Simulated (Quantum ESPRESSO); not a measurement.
**SrO (Fm-3m): phonon frequency against volume, with a fit**

Aim: the Grüneisen parameter and the pressure coefficient of an optical mode of SrO (Fm-3m).

Program: Quantum ESPRESSO 7.5. Level of theory: DFT LDA, scalar-relativistic, plane waves, GBRV ultrasoft pseudopotentials. Results are calculated unless marked as measured.

The database entry behind the starting cell differs from later determinations by our own check (about 0.5 % short), so it need not match the best structure at ambient conditions.

## 1. Set-up

The structure is cubic, space group Fm-3m (No. 225). The conventional cell has a = 5.067 Å, b = 5.067 Å, c = 5.067 Å, α = 90.00°, β = 90.00°, γ = 90.00°. Sr has 6 O at 2.53 Å nearest. O has 6 Sr at 2.53 Å nearest. Farther neighbours and most contacts between anions are not listed.

This is the cell after its relaxation at this level of theory, not the database cell from which that began.

## 2. Runs at several volumes

The relaxed cell is scaled uniformly; in this structure symmetry fixes all atoms, so nothing has to be relaxed anew. Each volume gets a ground state and a response at Γ. The mode followed is the highest one without the macroscopic field, of symmetry T1u; longitudinal polar modes lie higher. Cutoff 55 Ry, k mesh 8×8×8.

From the response at V/V₀ = 0.94:

Output:

```text
[banners, grids, parts of the stress and lines that vanish by symmetry left out]
Program PHONON v.7.5
     Reading xml data from directory:

[...]
Exchange-correlation= PZ
                           (   1   1   0   0   0   0   0)
[...]
kinetic-energy cut-off    =      55.0000  Ry
     charge density cut-off    =     440.0000  Ry
     convergence threshold     =      1.0E-18
[...]
Exchange-correlation= PZ
                           (   1   1   0   0   0   0   0)
[...]
q = (   0.0000000   0.0000000   0.0000000 )
     49 Sym.Ops. (with q -> -q+G )
     G cutoff =  980.4707  (  32311 G-vectors)     FFT grid: ( 45, 45, 45)
     G cutoff =  490.2353  (  11311 G-vectors)  smooth grid: ( 32, 32, 32)
     number of k points=    29
[...]
Mode symmetry, O_h (m-3m)  point group:
[...]
Dielectric constant
[...]
End of electric fields calculation
          Dielectric constant in cartesian axis
          (       3.919982057      -0.000000000       0.000000000 )
          (      -0.000000000       3.919982057       0.000000000 )
          (       0.000000000       0.000000000       3.919982057 )
          Effective charges (d Force / dE) in cartesian axis without acoustic sum rule applied (asr)
           atom    1  Sr    Mean Z*:        2.51788
      Ex  (        2.51788        0.00000        0.00000 )
      Ey  (        0.00000        2.51788       -0.00000 )
      Ez  (        0.00000       -0.00000        2.51788 )
           atom    2  O     Mean Z*:       -2.51784
      Ex  (       -2.51784        0.00000        0.00000 )
      Ey  (        0.00000       -2.51784        0.00000 )
      Ez  (        0.00000       -0.00000       -2.51784 )
          Effective charges Sum: Mean:        0.00004
[...]
Effective charges (d Force / dE) in cartesian axis with asr applied:
           atom    1  Sr    Mean Z*:        2.51786
[...]
atom    2  O     Mean Z*:       -2.51786
[...]
Representation #   1 modes #   1   2   3
[...]
End of self-consistent calculation
     Convergence has been achieved
     Representation #   2 modes #   4   5   6
[...]
End of self-consistent calculation
     Convergence has been achieved
[...]
Dielectric constant in cartesian axis
          (       3.919982057      -0.000000000       0.000000000 )
          (      -0.000000000       3.919982057       0.000000000 )
          (       0.000000000       0.000000000       3.919982057 )
          Effective charges (d Force / dE) in cartesian axis without acoustic sum rule applied (asr)
           atom    1  Sr    Mean Z*:        2.51788
      Ex  (        2.51788        0.00000        0.00000 )
      Ey  (        0.00000        2.51788       -0.00000 )
      Ez  (        0.00000       -0.00000        2.51788 )
           atom    2  O     Mean Z*:       -2.51784
      Ex  (       -2.51784        0.00000        0.00000 )
      Ey  (        0.00000       -2.51784        0.00000 )
      Ez  (        0.00000       -0.00000       -2.51784 )
          Effective charges Sum: Mean:        0.00004
[...]
Effective charges (d Force / dE) in cartesian axis with asr applied:
           atom    1  Sr    Mean Z*:        2.51786
[...]
atom    2  O     Mean Z*:       -2.51786
[...]
q = (    0.000000000   0.000000000   0.000000000 )
[...]
freq (    1) =      -0.214875 [THz] =      -7.167450 [cm-1]
     freq (    2) =      -0.214875 [THz] =      -7.167450 [cm-1]
     freq (    3) =      -0.214875 [THz] =      -7.167450 [cm-1]
     freq (    4) =       7.606062 [THz] =     253.710919 [cm-1]
     freq (    5) =       7.606062 [THz] =     253.710919 [cm-1]
     freq (    6) =       7.606062 [THz] =     253.710919 [cm-1]
[...]
Mode symmetry, O_h (m-3m)  point group:
     freq (   1-   3) =         -7.2  [cm-1]   --> T_1u G_15  G_4- I
     freq (   4-   6) =        253.7  [cm-1]   --> T_1u G_15  G_4- I

   JOB DONE.
```

One volume, V/V₀ = 1, is held back as a test.

```tsv
V/V₀	volume (Å³/atom)	pressure (GPa)	ω (cm⁻¹)
0.94	15.284	7.34	253.71
0.97	15.771	3.31	235.10
1	16.259	-0.10	held back
1.03	16.747	-2.99	198.35
1.06	17.235	-5.43	180.28
```

## 3. The fit

The mode Grüneisen parameter is γ = −d ln ω / d ln V.

```tsv
ln(V/V₀)	ln ω
-0.0619	5.5362
-0.0305	5.4600
0.0296	5.2900
0.0583	5.1945
```

A straight line through these points has the slope -2.840, so γ = 2.84; at V/V₀ = 1 it predicts ω = exp(5.3670 + 0.0000) = 214.22 cm⁻¹.

A parabola of pressure against ln V through V/V₀ = 0.97, 1 and 1.03 gives the bulk modulus B = −dP/d ln V = 105 GPa at V₀. With ω₀ from the fitted line the pressure coefficient follows as dω/dP = γ ω₀ / B = 2.84 × 214.2 / 105 = 5.81 cm⁻¹/GPa.

## 4. The run that was held back

Output:

```text
[banners, grids, parts of the stress and lines that vanish by symmetry left out]
[banner, memory and clock lines left out]
Program PHONON v.7.5

[...]
Exchange-correlation= PZ
                           (   1   1   0   0   0   0   0)
[...]
kinetic-energy cut-off    =      55.0000  Ry
     charge density cut-off    =     440.0000  Ry
     convergence threshold     =      1.0E-18
[...]
Exchange-correlation= PZ
                           (   1   1   0   0   0   0   0)
[...]
q = (   0.0000000   0.0000000   0.0000000 )
     49 Sym.Ops. (with q -> -q+G )
     G cutoff = 1021.7611  (  34327 G-vectors)     FFT grid: ( 45, 45, 45)
     G cutoff =  510.8806  (  12039 G-vectors)  smooth grid: ( 32, 32, 32)
     number of k points=    29
[...]
Mode symmetry, O_h (m-3m)  point group:
[...]
Dielectric constant
[...]
End of electric fields calculation
          Dielectric constant in cartesian axis
          (       3.872546569       0.000000000       0.000000000 )
          (       0.000000000       3.872546569       0.000000000 )
          (       0.000000000       0.000000000       3.872546569 )
          Effective charges (d Force / dE) in cartesian axis without acoustic sum rule applied (asr)
           atom    1  Sr    Mean Z*:        2.47276
      Ex  (        2.47276       -0.00000        0.00000 )
      Ey  (       -0.00000        2.47276       -0.00000 )
      Ez  (        0.00000       -0.00000        2.47276 )
           atom    2  O     Mean Z*:       -2.47268
      Ex  (       -2.47268        0.00000        0.00000 )
[...]
Representation #   1 modes #   1   2   3
[...]
End of self-consistent calculation
     Convergence has been achieved
     Representation #   2 modes #   4   5   6
[...]
End of self-consistent calculation
     Convergence has been achieved
[...]
Dielectric constant in cartesian axis
          (       3.872546569       0.000000000       0.000000000 )
          (       0.000000000       3.872546569       0.000000000 )
          (       0.000000000       0.000000000       3.872546569 )
          Effective charges (d Force / dE) in cartesian axis without acoustic sum rule applied (asr)
           atom    1  Sr    Mean Z*:        2.47276
      Ex  (        2.47276       -0.00000        0.00000 )
      Ey  (       -0.00000        2.47276       -0.00000 )
      Ez  (        0.00000       -0.00000        2.47276 )
           atom    2  O     Mean Z*:       -2.47268
      Ex  (       -2.47268        0.00000        0.00000 )
      Ey  (        0.00000       -2.47268       -0.00000 )
      Ez  (        0.00000       -0.00000       -2.47268 )
          Effective charges Sum: Mean:        0.00008
[...]
Effective charges (d Force / dE) in cartesian axis with asr applied:
           atom    1  Sr    Mean Z*:        2.47272
[...]
atom    2  O     Mean Z*:       -2.47272
[...]
q = (    0.000000000   0.000000000   0.000000000 )
[...]
freq (    1) =      -0.289075 [THz] =      -9.642493 [cm-1]
     freq (    2) =      -0.289075 [THz] =      -9.642493 [cm-1]
     freq (    3) =      -0.289075 [THz] =      -9.642493 [cm-1]
     freq (    4) =       6.490403 [THz] =     216.496557 [cm-1]
     freq (    5) =       6.490403 [THz] =     216.496557 [cm-1]
     freq (    6) =       6.490403 [THz] =     216.496557 [cm-1]
[...]
Mode symmetry, O_h (m-3m)  point group:
     freq (   1-   3) =         -9.6  [cm-1]   --> T_1u G_15  G_4- I
     freq (   4-   6) =        216.5  [cm-1]   --> T_1u G_15  G_4- I
```

It gives 216.50 cm⁻¹ against the predicted 214.22 cm⁻¹, a miss of 2 cm⁻¹.

## 5. Summary of results

```yaml
mode_grueneisen_parameter: 2.840
bulk_modulus: 105 GPa
pressure_coefficient: 5.81 cm⁻¹/GPa
```

The highest optical mode of SrO (Fm-3m) without the LO-TO term stiffens by 5.81 cm⁻¹ a GPa near the relaxed volume, with γ = 2.84. The power law meets all 5 runs within 1.06 %; between neighbouring volumes γ runs from 2.42 to 3.33. Such a coefficient turns a measured shift of this mode into a hydrostatic stress; uniaxial or biaxial stress splits the mode and needs deformation potentials. These are harmonic values at zero temperature for the structure held cubic, which a run at Γ can't show to be stable; the bulk modulus rests on three points.

[Host names and launcher messages were left out of these logs when they were recorded.]

[Logs are printed without paths, hosts, clocks, repeated set-up lines and the standing remarks that a program may print on its own settings, such as how far it seeks lower states.]

[Hosts, paths, dates, database ids (printed as entryN), source tags and the programs' standing remarks are cut or masked in the printed files.]
